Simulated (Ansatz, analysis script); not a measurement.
**FePt (Tetraferroplatinum): how near to magnetism**

Wanted: E(M), the field that holds each moment, and the spin susceptibility of FePt (Tetraferroplatinum).

Method: PBE, norm-conserving pseudopotentials, in Ansatz 0.2.0.

Report form: the programs' logs are mostly left out.

**1. The starting structure**

The structure is tetragonal, space group P4/mmm (No. 123). The conventional cell has a = 2.724 Å, b = 2.724 Å, c = 3.720 Å, α = 90.00°, β = 90.00°, γ = 90.00°. Nearest to Fe lie 8 Pt at 2.68 Å and 4 Fe at 2.72 Å. Nearest to Pt lie 8 Fe at 2.68 Å and 4 Pt at 2.72 Å. Farther neighbours are not listed.

**2. Two spin channels first**

First a free collinear run, to see which state the typed moments lead to.

input.yaml reads:

```yaml
crystal:
  lattice:
    - [2.7235, 0.0, 0.0]
    - [0.0, 2.7235, 0.0]
    - [0.0, 0.0, 3.72]
  atoms:
    - { symbol: Fe, position: [0.0, 0.0, 0.0], spin: 2.8 }
    - { symbol: Pt, position: [0.5, 0.5, 0.5] }
magnetization:
  spin_polarized: true
kpoints:
  mp_grid: { grid: [12, 12, 9] }
hamiltonian:
  xc: pbe
  pseudopotentials: { kind: nc }
scf:
  occupations: { method: fermi_dirac, width: 0.1 }
  max_iter: 120
  convergence: { dr2_threshold: 1.0e-08 }
```

Command:

```bash
$ ansatz run input.yaml --threads 2 --pin off --max-ram 5120MiB --backend cpu --events-out ev --progress --plain --runs-dir out
```

Run time: 19 s. Hardware: 2 threads of Arm Neoverse V2, shared host; peak memory 0.65 GiB; 36 s of CPU time.

Spin moment in the atom's sphere by atom:

```
atom  spin moment in the atom's sphere (μB)
 Fe1                                   2.96
 Pt2                                   0.40
```

Tables count atoms from 1; parts of the log count from 0.

The run ends ferromagnetic, with a net moment of 3.29 μB a cell. With one Fe atom carrying the moment, parallel order of its images is forced by the cell, not found.

**3. Mesh refined**

Levels at the Fermi energy are partly filled, so moments and energy differences can hang on the k-mesh, and the state is solved again on a denser one.

input.yaml, the sections that differ from step 2:

```yaml
crystal:
  lattice:
    - [2.7235, 0.0, 0.0]
    - [0.0, 2.7235, 0.0]
    - [0.0, 0.0, 3.72]
  atoms:
    - { symbol: Fe, position: [0.0, 0.0, 0.0], spin: 2.96 }
    - { symbol: Pt, position: [0.5, 0.5, 0.5] }
kpoints:
  mp_grid: { grid: [14, 14, 10] }
basis:
  ecutwfc: 1224.512381
checkpoint:
  read: start
  write: ck
  compress: false
  write_wavefunctions: false
  write_every: 100000
# magnetization, hamiltonian, scf: as in step 2
```

Elapsed: 20 s, on 2 threads; peak memory 0.84 GiB; 40 s of CPU time.

Spin moment in the atom's sphere by atom:

```
atom  spin moment in the atom's sphere (μB)
 Fe1                                   2.96
 Pt2                                   0.39
```

The run ends ferromagnetic, with a net moment of 3.29 μB a cell, against 3.29 μB on the first mesh.

**4. Without spin**

The state without spin is the zero of E(M).

input.yaml, the sections that differ from step 3:

```yaml
crystal:
  lattice:
    - [2.7235, 0.0, 0.0]
    - [0.0, 2.7235, 0.0]
    - [0.0, 0.0, 3.72]
  atoms:
    - { symbol: Fe, position: [0.0, 0.0, 0.0] }
    - { symbol: Pt, position: [0.5, 0.5, 0.5] }
# kpoints, hamiltonian, scf, basis: as in step 3
# magnetization: removed
# checkpoint: removed
```

Command:

```bash
$ ansatz run input.yaml --threads 1 --pin off --max-ram 2560MiB --backend cpu --events-out ev --progress --plain --runs-dir out
```

Elapsed: 29 s, on 1 thread; peak memory 0.52 GiB.

The free collinear run lies 692 meV below it.

**5. Without spin, levels printed**

input.yaml: that of step 4 with these lines changed.

```diff
@@ -19 +19,3 @@
   ecutwfc: 1224.512381
+output:
+  eigenvalues: true
```

Wall time 31 s (1 thread); peak memory 0.53 GiB.

**6. Total moment fixed at 0.364 μB**

Two Fermi levels, one a spin, hold the total moment exactly, which reaches states that a free run would leave.

input.yaml, the sections that differ from step 5:

```yaml
crystal:
  lattice:
    - [2.7235, 0.0, 0.0]
    - [0.0, 2.7235, 0.0]
    - [0.0, 0.0, 3.72]
  atoms:
    - { symbol: Fe, position: [0.0, 0.0, 0.0], spin: 0.364 }
    - { symbol: Pt, position: [0.5, 0.5, 0.5] }
magnetization:
  spin_polarized: true
  initial_magnetization: 0.364
  spin_locking: { lock_magnetization: hard }
# kpoints, hamiltonian, scf, basis: as in step 5
# output: removed
```

It took 85 s on 1 thread; peak memory 0.81 GiB.

The energy is -14.9 meV from the state without spin, and the largest site carries 0.399 μB.

**7. Total moment fixed at 0.727 μB**

input.yaml, the sections that differ from step 6:

```yaml
crystal:
  lattice:
    - [2.7235, 0.0, 0.0]
    - [0.0, 2.7235, 0.0]
    - [0.0, 0.0, 3.72]
  atoms:
    - { symbol: Fe, position: [0.0, 0.0, 0.0], spin: 0.727 }
    - { symbol: Pt, position: [0.5, 0.5, 0.5] }
magnetization:
  spin_polarized: true
  initial_magnetization: 0.727
  spin_locking: { lock_magnetization: hard }
# kpoints, hamiltonian, scf, basis: as in step 6
```

It took 83 s on 1 thread; peak memory 0.81 GiB.

The energy is -55.5 meV from the state without spin, and the largest site carries 0.778 μB.

**8. Total moment fixed at 2.545 μB**

input.yaml, the sections that differ from step 7:

```yaml
crystal:
  lattice:
    - [2.7235, 0.0, 0.0]
    - [0.0, 2.7235, 0.0]
    - [0.0, 0.0, 3.72]
  atoms:
    - { symbol: Fe, position: [0.0, 0.0, 0.0], spin: 2.545 }
    - { symbol: Pt, position: [0.5, 0.5, 0.5] }
magnetization:
  spin_polarized: true
  initial_magnetization: 2.545
  spin_locking: { lock_magnetization: hard }
# kpoints, hamiltonian, scf, basis: as in step 7
```

Run time: 62 s. Hardware: 1 thread; peak memory 0.83 GiB.

The energy is -548 meV from the state without spin, and the largest site carries 2.47 μB.

**9. Total moment fixed at 4 μB**

input.yaml, the sections that differ from step 8:

```yaml
crystal:
  lattice:
    - [2.7235, 0.0, 0.0]
    - [0.0, 2.7235, 0.0]
    - [0.0, 0.0, 3.72]
  atoms:
    - { symbol: Fe, position: [0.0, 0.0, 0.0], spin: 4.0 }
    - { symbol: Pt, position: [0.5, 0.5, 0.5] }
magnetization:
  spin_polarized: true
  initial_magnetization: 4.0
  spin_locking: { lock_magnetization: hard }
# kpoints, hamiltonian, scf, basis: as in step 8
```

It took 66 s on 1 thread; peak memory 0.84 GiB.

The energy is -458 meV from the state without spin, and the largest site carries 3.31 μB.

The other 7 runs of this kind were made alike; their results stand in the table below.

**10. No field, tight threshold**

A field gives a second route to the same curve. A thousand tesla shift each spin by 58 meV, and the threshold is tightened so that small induced moments are resolved.

input.yaml, the sections that differ from step 9:

```yaml
crystal:
  lattice:
    - [2.7235, 0.0, 0.0]
    - [0.0, 2.7235, 0.0]
    - [0.0, 0.0, 3.72]
  atoms:
    - { symbol: Fe, position: [0.0, 0.0, 0.0], spin: 2.96 }
    - { symbol: Pt, position: [0.5, 0.5, 0.5] }
magnetization:
  spin_polarized: true
scf:
  occupations: { method: fermi_dirac, width: 0.1 }
  max_iter: 120
  convergence: { dr2_threshold: 1.0e-10 }
# kpoints, hamiltonian, basis: as in step 9
```

Elapsed: 64 s, on 1 thread; peak memory 0.84 GiB.

The net moment is 3.29 μB a cell.

**11. Field of 1500 T**

input.yaml: that of step 10 with these lines changed.

```diff
@@ -10,2 +10,3 @@
   spin_polarized: true
+  magnetic_field: 1500.0
 kpoints:
```

The job ended after 66 s (1 thread; peak memory 0.84 GiB).

The net moment is 3.40 μB a cell.

The other 2 runs of this kind were made alike; their results stand in the table below.

**12. Analysis**

Table of energy less the state without spin by total moment:

```
total moment (μB/cell)  energy less the state without spin (meV/cell)
                  0.00                                              0
                  0.36                                          -14.9
                  0.73                                          -55.5
                  1.09                                           -119
                  1.46                                           -205
                  1.82                                           -311
                  2.18                                           -429
                  2.54                                           -548
                  2.91                                           -646
                  3.27                                           -692
                  3.64                                           -642
                  4.00                                           -458
```

The field that holds a moment is half the difference of the two Fermi levels over μB.

Table of field that holds the moment by total moment:

```
total moment (μB/cell)  field that holds the moment (T)
                  0.36                            -1358
                  0.73                            -2487
                  1.09                            -3564
                  1.46                            -4585
                  1.82                            -5396
                  2.18                            -5749
                  2.54                            -5365
                  2.91                            -3756
                  3.27                             -180
                  3.64                             5135
                  4.00                            12734
```

Site moments:

```
total (μB)  Fe no. 1 (μB)  Pt no. 2 (μB)
     0.364         0.3993        -0.0181
     0.727         0.7775        -0.0174
     1.091           1.15        -0.0101
     1.455          1.516         0.0022
     1.818          1.866         0.0276
     2.182          2.188         0.0793
     2.545          2.473         0.1626
     2.909          2.726         0.2694
     3.273          2.949         0.3884
     3.636          3.139         0.5145
         4          3.315         0.6366
```

Table of total moment by field:

```
field (T)  total moment (μB/cell)
        0                    3.29
      300                    3.31
      600                    3.33
     1500                    3.40
```

A Landau fit E = a2 M² + a4 M⁴ + a6 M⁶ (meV, μB) and the Stoner form E ≈ M² (1/2N − I/4), with the slope taken at the first fixed moment:

Numbers from this step:

```yaml
density_of_states_at_the_fermi_level_no_spin: 4.477 states/eV/cell, both spins, broadened by the smearing
landau_coefficients_a2_a4_a6: -100.5, 1.088, 0.2130 meV/μB², meV/μB^4, meV/μB^6
r_m_s_miss_of_the_landau_fit: 2.002 meV
stoner_parameter_i: 0.8787 eV, of the cell
i_n_2: 1.967 I N / 2 from the slope at the first moment; over 1: unstable to a moment
```

**13. Outcome**

```
state of the free run                              : ferromagnetic
net moment of the free run                         : 3.29 μB
energy of the free run from the state without spin : -692 meV a cell
lowest of the fixed moments tried                  : M = 3.273 μB, -692 meV
dM/dB between 0 and 300 T                          : 0.0773 μB a cell per 1000 T
```

What this shows: At this level the system is magnetic: the free run keeps 2.96 μB on the largest site. No other order was typed. Among the fixed moments, E(M) falls 692 meV below the state without spin and is lowest near 3.273 μB on this grid. I·N/2 = 2.0 is over 1, so the state without spin is unstable to a uniform moment. The field acts on spins alone. The 15 fixed-moment and field runs took 17 min of wall time, added up. Energies are free energies at a smearing of 0.1 eV, and with partly filled levels differences shift, at times strongly, as the smearing goes to zero.

[Logs and program files are shortened in this print: banners, set-up blocks, solver, clock and traceback lines can be left out without a mark of their own.]

[Logs are printed without paths, hosts, clocks, repeated set-up lines and the standing remarks that a program may print on its own settings, such as how far it seeks lower states.]

[Hosts, paths, dates, database ids (printed as entryN), source tags and the programs' standing remarks are cut or masked in the printed files.]
